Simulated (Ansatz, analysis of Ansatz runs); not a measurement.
# Migration in Zn3SbN3 (Cm): V_Zn hop (3.1 Å), charge −2

How high is the barrier when Zn changes place in Zn3SbN3 (Cm)? The case: V_Zn hop (3.1 Å), charge −2, in a cell of 56 host atoms with 1 Zn taken out.

Calculated with Ansatz 0.2.0; plane-wave PAW DFT, PBEsol; nudged elastic band between two relaxed defect structures at fixed charge in a uniform background.

## 1. The structure

The cell holds 55 atoms: 23 Zn, 8 Sb and 24 N. Cell: a = 9.402 Å, b = 9.402 Å, c = 11.075 Å, α = 114.5°, β = 114.5°, γ = 88.1°. It derives from Zn3SbN3 (space group Cm). Nearest the centre at fractional (0.761, 0.650, 0.340): N47 at 1.20 Å, Zn43 at 1.54 Å, N48 at 2.49 Å, N46 at 2.54 Å, Zn44 at 2.56 Å, Zn31 at 2.77 Å, N19 at 2.85 Å, Sb45 at 3.02 Å. The cell carries charge −2.

As a file:

```xyz
55
Lattice="6.7597 -6.5343 0.0061 6.7597 6.5343 0.0061 -6.3964 0.0000 9.0407" Properties=species:S:1:pos:R:3 pbc="T T T"
Zn   -0.4041    0.0000    3.9840
Zn    1.6064   -1.4483    2.1727
Zn    1.6064    1.4483    2.1727
Sb    3.1510    0.0000    4.5261
N    -0.0531    1.7319    3.1623
N    -0.0531   -1.7319    3.1623
N     1.4415    0.0000    0.8548
Zn   -3.6023    0.0000    8.5043
Zn   -1.5918   -1.4483    6.6930
Zn   -1.5918    1.4483    6.6930
Sb   -0.0471    0.0000    9.0464
N    -3.2513    1.7319    7.6827
N    -3.2513   -1.7319    7.6827
N    -1.7566    0.0000    5.3751
Zn    2.9758    3.2672    3.9871
Zn    4.9862    1.8189    2.1758
Zn    4.9862    4.7155    2.1758
Sb    6.5309    3.2672    4.5292
N     3.3267    4.9991    3.1654
N     3.3267    1.5352    3.1654
N     4.8214    3.2672    0.8578
Zn   -0.2224    3.2672    8.5074
Zn    1.7880    1.8189    6.6961
Zn    1.7880    4.7155    6.6961
Sb    3.3327    3.2672    9.0495
N     0.1286    4.9991    7.6857
N     0.1286    1.5352    7.6857
N     1.6232    3.2672    5.3782
Zn    2.9758   -3.2672    3.9871
Zn    4.9862   -4.7155    2.1758
Zn    4.9862   -1.8189    2.1758
Sb    6.5309   -3.2672    4.5292
N     3.3267   -1.5352    3.1654
N     3.3267   -4.9991    3.1654
N     4.8214   -3.2672    0.8578
Zn   -0.2224   -3.2672    8.5074
Zn    1.7880   -4.7155    6.6961
Zn    1.7880   -1.8189    6.6961
Sb    3.3327   -3.2672    9.0495
N     0.1286   -1.5352    7.6857
N     0.1286   -4.9991    7.6857
N     1.6232   -3.2672    5.3782
Zn    8.3661   -1.4483    2.1788
Zn    8.3661    1.4483    2.1788
Sb    9.9108    0.0000    4.5322
N     6.7066    1.7319    3.1684
N     6.7066   -1.7319    3.1684
N     8.2013    0.0000    0.8609
Zn    3.1575    0.0000    8.5105
Zn    5.1679   -1.4483    6.6992
Zn    5.1679    1.4483    6.6992
Sb    6.7126    0.0000    9.0526
N     3.5084    1.7319    7.6888
N     3.5084   -1.7319    7.6888
N     5.0031    0.0000    5.3812
```

The cell's shortest repeat is 9.4 Å.

## 2. Relaxation of the start point, charge −2

A barrier is counted from a minimum, so both ends are relaxed first. Small random displacements break the symmetry of the ideal sites, so that the defect can distort if it gains by it. The charge of −2 is set by the electron count, and a uniform background keeps the cell neutral.

qm2.start/input.yaml

```yaml
crystal:
  lattice:
    - [6.75971426, -6.53433939, 0.00612541]
    - [6.75971426, 6.53433939, 0.00612541]
    - [-6.39637934, 0.0, 9.04065438]
  atoms:
    - { symbol: Zn, position: [0.17849326, 0.17849326, 0.44043488] }
    - { symbol: Zn, position: [0.34319894, 0.12155238, 0.24001245] }
    - { symbol: Zn, position: [0.12155238, 0.34319894, 0.24001245] }
    - { symbol: Sb, position: [0.46963901, 0.46963901, 0.50000293] }
    - { symbol: "N", position: [0.02893677, 0.29398648, 0.34957044] }
    - { symbol: "N", position: [0.29398648, 0.02893677, 0.34957044] }
    - { symbol: "N", position: [0.15126316, 0.15126316, 0.09434241] }
    - { symbol: Zn, position: [0.17849326, 0.17849326, 0.94043488] }
    - { symbol: Zn, position: [0.34319894, 0.12155238, 0.74001245] }
    - { symbol: Zn, position: [0.12155238, 0.34319894, 0.74001245] }
    - { symbol: Sb, position: [0.46963901, 0.46963901, 1.00000293] }
    - { symbol: "N", position: [0.02893677, 0.29398648, 0.84957044] }
    - { symbol: "N", position: [0.29398648, 0.02893677, 0.84957044] }
    - { symbol: "N", position: [0.15126316, 0.15126316, 0.59434241] }
    - { symbol: Zn, position: [0.17849326, 0.67849326, 0.44043488] }
    - { symbol: Zn, position: [0.34319894, 0.62155238, 0.24001245] }
    - { symbol: Zn, position: [0.12155238, 0.84319894, 0.24001245] }
    - { symbol: Sb, position: [0.46963901, 0.96963901, 0.50000293] }
    - { symbol: "N", position: [0.02893677, 0.79398648, 0.34957044] }
    - { symbol: "N", position: [0.29398648, 0.52893677, 0.34957044] }
    - { symbol: "N", position: [0.15126316, 0.65126316, 0.09434241] }
    - { symbol: Zn, position: [0.17849326, 0.67849326, 0.94043488] }
    - { symbol: Zn, position: [0.34319894, 0.62155238, 0.74001245] }
    - { symbol: Zn, position: [0.12155238, 0.84319894, 0.74001245] }
    - { symbol: Sb, position: [0.46963901, 0.96963901, 1.00000293] }
    - { symbol: "N", position: [0.02893677, 0.79398648, 0.84957044] }
    - { symbol: "N", position: [0.29398648, 0.52893677, 0.84957044] }
    - { symbol: "N", position: [0.15126316, 0.65126316, 0.59434241] }
    - { symbol: Zn, position: [0.67849326, 0.17849326, 0.44043488] }
    - { symbol: Zn, position: [0.84319894, 0.12155238, 0.24001245] }
    - { symbol: Zn, position: [0.62155238, 0.34319894, 0.24001245] }
    - { symbol: Sb, position: [0.96963901, 0.46963901, 0.50000293] }
    - { symbol: "N", position: [0.52893677, 0.29398648, 0.34957044] }
    - { symbol: "N", position: [0.79398648, 0.02893677, 0.34957044] }
    - { symbol: "N", position: [0.65126316, 0.15126316, 0.09434241] }
    - { symbol: Zn, position: [0.67849326, 0.17849326, 0.94043488] }
    - { symbol: Zn, position: [0.84319894, 0.12155238, 0.74001245] }
    - { symbol: Zn, position: [0.62155238, 0.34319894, 0.74001245] }
    - { symbol: Sb, position: [0.96963901, 0.46963901, 1.00000293] }
    - { symbol: "N", position: [0.52893677, 0.29398648, 0.84957044] }
    - { symbol: "N", position: [0.79398648, 0.02893677, 0.84957044] }
    - { symbol: "N", position: [0.65126316, 0.15126316, 0.59434241] }
    - { symbol: Zn, position: [0.84319894, 0.62155238, 0.24001245] }
    - { symbol: Zn, position: [0.62155238, 0.84319894, 0.24001245] }
    - { symbol: Sb, position: [0.96963901, 0.96963901, 0.50000293] }
    - { symbol: "N", position: [0.52893677, 0.79398648, 0.34957044] }
    - { symbol: "N", position: [0.79398648, 0.52893677, 0.34957044] }
    - { symbol: "N", position: [0.65126316, 0.65126316, 0.09434241] }
    - { symbol: Zn, position: [0.67849326, 0.67849326, 0.94043488] }
    - { symbol: Zn, position: [0.84319894, 0.62155238, 0.74001245] }
    - { symbol: Zn, position: [0.62155238, 0.84319894, 0.74001245] }
    - { symbol: Sb, position: [0.96963901, 0.96963901, 1.00000293] }
    - { symbol: "N", position: [0.52893677, 0.79398648, 0.84957044] }
    - { symbol: "N", position: [0.79398648, 0.52893677, 0.84957044] }
    - { symbol: "N", position: [0.65126316, 0.65126316, 0.59434241] }
total_charge: -2
basis:
  ecutwfc: 420
  xc_grid: 2
hamiltonian:
  xc: pbesol
kpoints:
  mp_grid: { grid: [1, 1, 1], shift: [0.25, 0.25, 0.25] }
scf:
  occupations: { method: fixed }
  max_iter: 150
output:
  forces: true
relax:
  f_tol: 0.02
  max_steps: 70
  random_displacement: { amplitude: 0.03, seed: 4166 }
```

The run is started by

```sh
$ ansatz run input.yaml --threads 32 --pin off --max-ram 84787MiB --backend cuda --events-out ev --progress --plain --runs-dir out --max-vram 78GiB
```

What it wrote:

```text
[...]
Engine: ansatz 0.2.0, aarch64-unknown-linux-gnu
[...]
Pseudopotential: Zn, paw, valence charge 12, recommended cutoff 420 eV (normal), Zn.paw.azcp
Pseudopotential: Sb, paw, valence charge 15, recommended cutoff 420 eV (normal), Sb.paw.azcp
Pseudopotential: N, paw, valence charge 5, recommended cutoff 420 eV (normal), N.paw.azcp
Functional definition: PBEsol
[...]
Crystal: 55 atoms, lattice volume = 799.168 Å³
Basis set: ecut = 420 eV, 15649 PW (Γ), exchange–correlation on 128×128×150 points (8 copies of the dense FFT grid, shifted against one another)
Bands: 314, of which v1, the nominal top of the filled ones, is band 259 counted from 1 (258 counted from 0)
[...]
k-points: 1
[...]
SCF 1 converged in 10 iterations: F = -135783.770156 eV  dr2 = 1.69e-6
[...]
relax step   1: F+E_penalty+E_count = -135783.77015633 eV  Δ(F+E_penalty+E_count) = +0.000e0 eV  max|allowed force component| = 1.346e0 eV/Å  Δτ_max = 0.0000 Å  (10 SCF iters, dr2 threshold 1.00e-5 eV [...]
[...]
SCF iter   1: F=—  HF=-135784.377377 eV  |F-HF|=—  |Δ(HF+E_count)|=         —  Δρ=5.04e-3  dr2=1.49e-1  ethr=2.89e-5  ⟨swp⟩=2.0  Hψ=1032  notcnv=0  defer=51
[...]
SCF iter   2: F=—  HF=-135784.353078 eV  |F-HF|=—  |Δ(HF+E_count)|=   2.43e-2  Δρ=2.42e-3  dr2=4.78e-2  ethr=2.88e-5  ⟨swp⟩=2.0  Hψ=478  notcnv=0  defer=53
[...]
SCF 2 converged in 6 iterations: F = -135784.344144 eV  dr2 = 3.29e-5
[...]
SCF 5 converged in 8 iterations: F = -135784.561419 eV  dr2 = 1.90e-8
relax step   5: F+E_penalty+E_count = -135784.56141864 eV  Δ(F+E_penalty+E_count) = -2.327e-3 eV  max|allowed force component| = 1.944e-2 eV/Å  Δτ_max = 0.0108 Å  (8 SCF iters, accepted)
SCF converged after 8 iterations
[...]
--- Relaxed structure (5 steps of the walk, 5 accepted, 0 SCFs on fresh bases) ---
[...]
```

The job ended after 2.6 s (1 × NVIDIA GB200 with 32 threads of Arm Neoverse V2, shared host; peak memory 1.3 GiB).

The steps of the relaxation:

```
step  energy less that of the first step (eV)  largest force component (eV/Å)
   1                                   0.0000                          1.3461
   3                                  -0.7422                          0.3400
   5                                  -0.7913                          0.0194
```

The atoms that moved most (Å, from the sites as typed, ahead of the random displacement, the mean shift of all atoms taken out):

```
atom      dx      dy      dz  length
 N47   0.009  -0.112  -0.090   0.144
 N46   0.010   0.110  -0.092   0.143
Zn16   0.019  -0.046   0.064   0.081
Zn31   0.018   0.045   0.065   0.081
Zn51   0.003  -0.042  -0.064   0.077
Zn50   0.002   0.043  -0.063   0.076
Zn43  -0.038   0.034   0.046   0.068
Zn44  -0.036  -0.035   0.045   0.068
```

Neighbours of Zn43 at the end:

```
atom  distance (Å)
 N47         1.875
 N48         1.969
 N19         2.002
Zn44         2.828
Zn15         2.908
Sb45         3.160
Sb39         3.203
Sb11         3.249
```

Numbers from this step:

| Property | Result |
| --- | --- |
| free energy | -135784.5614 eV |
| r.m.s. move of the farther half of the atoms | 0.02786 Å |
| largest move from the ideal geometry of this structure, a common shift of the far atoms taken out | 0.1418 Å |

The relaxation gained 0.791 eV and ended with a largest force component of 0.019 eV/Å.

## 3. Relaxation of the end point, charge −2

The end point is relaxed in the same cell and settings, so that the two energies compare. Atoms more than 3.2 Å from the middle of the hop start where the first relaxation left them, the nearer ones on or close to their ideal places, with small random displacements.

qm2.end/input.yaml

```yaml
crystal:
  lattice:
    - [6.75971426, -6.53433939, 0.00612541]
    - [6.75971426, 6.53433939, 0.00612541]
    - [-6.39637934, 0.0, 9.04065438]
  atoms:
    - { symbol: Zn, position: [0.18276875, 0.182469, 0.44539557] }
    - { symbol: Zn, position: [0.34095559, 0.12068446, 0.24145855] }
    - { symbol: Zn, position: [0.12103713, 0.3409468, 0.24153888] }
    - { symbol: Sb, position: [0.473248, 0.47316286, 0.50145037] }
    - { symbol: "N", position: [0.03120879, 0.29094258, 0.35206314] }
    - { symbol: "N", position: [0.2911594, 0.03081175, 0.35207562] }
    - { symbol: "N", position: [0.15142137, 0.15134323, 0.09319477] }
    - { symbol: Zn, position: [0.17772486, 0.17775906, 0.93910469] }
    - { symbol: Zn, position: [0.34481735, 0.12235882, 0.74075815] }
    - { symbol: Zn, position: [0.12225763, 0.3451724, 0.74055853] }
    - { symbol: Sb, position: [0.47421579, 0.47419562, 1.00323344] }
    - { symbol: "N", position: [0.02857513, 0.29332406, 0.8488276] }
    - { symbol: "N", position: [0.29333411, 0.02848858, 0.84898885] }
    - { symbol: "N", position: [0.15434369, 0.1544128, 0.59740107] }
    - { symbol: Zn, position: [0.17733611, 0.67763062, 0.43813726] }
    - { symbol: Zn, position: [0.35167123, 0.62290595, 0.24698348] }
    - { symbol: Zn, position: [0.12526997, 0.84140607, 0.24159122] }
    - { symbol: Sb, position: [0.47303002, 0.96487129, 0.49605486] }
    - { symbol: "N", position: [0.02893677, 0.79398648, 0.34957044] }
    - { symbol: "N", position: [0.29131348, 0.52624594, 0.34795213] }
    - { symbol: "N", position: [0.15298164, 0.64930442, 0.09536421] }
    - { symbol: Zn, position: [0.17807092, 0.67833723, 0.94204854] }
    - { symbol: Zn, position: [0.34281212, 0.62110898, 0.73833293] }
    - { symbol: Zn, position: [0.12040632, 0.84199154, 0.73919141] }
    - { symbol: Sb, position: [0.46923956, 0.97005289, 1.00096775] }
    - { symbol: "N", position: [0.02822824, 0.79267818, 0.84963357] }
    - { symbol: "N", position: [0.29531291, 0.53039529, 0.85107802] }
    - { symbol: "N", position: [0.15294111, 0.65373127, 0.59413767] }
    - { symbol: Zn, position: [0.67762681, 0.17715799, 0.43800107] }
    - { symbol: Zn, position: [0.84162592, 0.12517458, 0.24143581] }
    - { symbol: Zn, position: [0.62155238, 0.34319894, 0.24001245] }
    - { symbol: Sb, position: [0.96963901, 0.46963901, 0.50000293] }
    - { symbol: "N", position: [0.52618653, 0.29120942, 0.34789924] }
    - { symbol: "N", position: [0.79572624, 0.02829574, 0.35044881] }
    - { symbol: "N", position: [0.6495798, 0.15309755, 0.09530769] }
    - { symbol: Zn, position: [0.67833758, 0.17818702, 0.94185371] }
    - { symbol: Zn, position: [0.8421774, 0.12018068, 0.73892718] }
    - { symbol: Zn, position: [0.62095794, 0.34261397, 0.73804773] }
    - { symbol: Sb, position: [0.9698902, 0.46892229, 1.00076872] }
    - { symbol: "N", position: [0.53012068, 0.29527957, 0.85086188] }
    - { symbol: "N", position: [0.7927109, 0.02827732, 0.84950918] }
    - { symbol: "N", position: [0.65383047, 0.15274711, 0.59403041] }
    - { symbol: Zn, position: [0.678671, 0.678671, 0.440958] }
    - { symbol: Zn, position: [0.62155238, 0.84319894, 0.24001245] }
    - { symbol: Sb, position: [0.96963901, 0.96963901, 0.50000293] }
    - { symbol: "N", position: [0.52893677, 0.79398648, 0.34957044] }
    - { symbol: "N", position: [0.79398648, 0.52893677, 0.34957044] }
    - { symbol: "N", position: [0.65126316, 0.65126316, 0.09434241] }
    - { symbol: Zn, position: [0.67933658, 0.67936703, 0.93739248] }
    - { symbol: Zn, position: [0.83693287, 0.62182958, 0.73289357] }
    - { symbol: Zn, position: [0.62178208, 0.83698241, 0.732764] }
    - { symbol: Sb, position: [0.96910366, 0.96919922, 0.99961434] }
    - { symbol: "N", position: [0.52808959, 0.79533096, 0.84904749] }
    - { symbol: "N", position: [0.79519045, 0.52797615, 0.84897975] }
    - { symbol: "N", position: [0.65019137, 0.65014126, 0.58863215] }
total_charge: -2
basis:
  ecutwfc: 420
  xc_grid: 2
hamiltonian:
  xc: pbesol
kpoints:
  mp_grid: { grid: [1, 1, 1], shift: [0.25, 0.25, 0.25] }
scf:
  occupations: { method: fixed }
  max_iter: 150
output:
  forces: true
relax:
  f_tol: 0.02
  max_steps: 70
  random_displacement: { amplitude: 0.01, seed: 4166 }
```

What it wrote:

```text
[...]
Crystal: 55 atoms, lattice volume = 799.168 Å³
Basis set: ecut = 420 eV, 15649 PW (Γ), exchange–correlation on 128×128×150 points (8 copies of the dense FFT grid, shifted against one another)
Bands: 314, of which v1, the nominal top of the filled ones, is band 259 counted from 1 (258 counted from 0)
[...]
k-points: 1
[...]
SCF iter   2: F=—  HF=-135784.256868 eV  |F-HF|=—  |Δ(HF+E_count)|=    1.08e0  Δρ=5.02e-3  dr2=1.90e-1  ethr=7.74e-4  ⟨swp⟩=2.0  Hψ=536  notcnv=0  defer=52
[...]
SCF 1 converged in 10 iterations: F = -135784.072692 eV  dr2 = 1.71e-6
[...]
relax step   1: F+E_penalty+E_count = -135784.07269167 eV  Δ(F+E_penalty+E_count) = +0.000e0 eV  max|allowed force component| = 1.276e0 eV/Å  Δτ_max = 0.0000 Å  (10 SCF iters, dr2 threshold 1.00e-5 eV [...]
[...]
SCF 2 converged in 6 iterations: F = -135784.590573 eV  dr2 = 2.82e-5
[...]
SCF 7 converged in 3 iterations: F = -135784.792006 eV  dr2 = 6.59e-8
[...]
SCF converged after 3 iterations
[...]
--- Relaxed structure (7 steps of the walk, 7 accepted, 0 SCFs on fresh bases) ---
[...]
```

The job ended after 3.4 s (1 × NVIDIA GB200 with 32 threads; peak memory 1.3 GiB; 15 s of CPU time).

The steps of the relaxation:

```
step  energy less that of the first step (eV)  largest force component (eV/Å)
   1                                   0.0000                          1.2763
   3                                  -0.6334                          0.3185
   5                                  -0.7164                          0.0660
   7                                  -0.7193                          0.0158
```

The atoms that moved most (Å, from the sites as typed, ahead of the random displacement):

```
atom      dx      dy      dz  length
Zn44  -0.025  -0.183   0.069   0.197
 N19   0.159  -0.021   0.079   0.178
 N48   0.024   0.125  -0.087   0.155
Zn15  -0.099   0.054  -0.080   0.138
 N47  -0.061  -0.071   0.080   0.123
Zn10  -0.017   0.091  -0.071   0.116
  N6   0.070  -0.066  -0.022   0.099
Zn51   0.000   0.076   0.046   0.089
```

Neighbours of Zn43 at the end:

```
atom  distance (Å)
 N47         1.895
 N46         1.953
 N55         1.964
Zn31         2.865
Zn44         2.942
Zn16         2.955
Zn50         3.273
 Sb4         3.274
Sb32         3.282
```

Numbers from this step:

```
free energy                                                                                       : -135784.7920 eV
r.m.s. move of the farther half of the atoms                                                      : 0.04098 Å
largest move from the ideal geometry of this structure, a common shift of the far atoms taken out : 0.2058 Å
```

The relaxation gained 0.719 eV and ended with a largest force component of 0.016 eV/Å. The end lies 0.231 eV below the start.

(Continued in part 2 of 3.)

[Logs are printed without paths, hosts, clocks, repeated set-up lines and the standing remarks that a program may print on its own settings, such as how far it seeks lower states.]

[Hosts, paths, dates, database ids (printed as entryN), source tags and the programs' standing remarks are cut or masked in the printed files.]
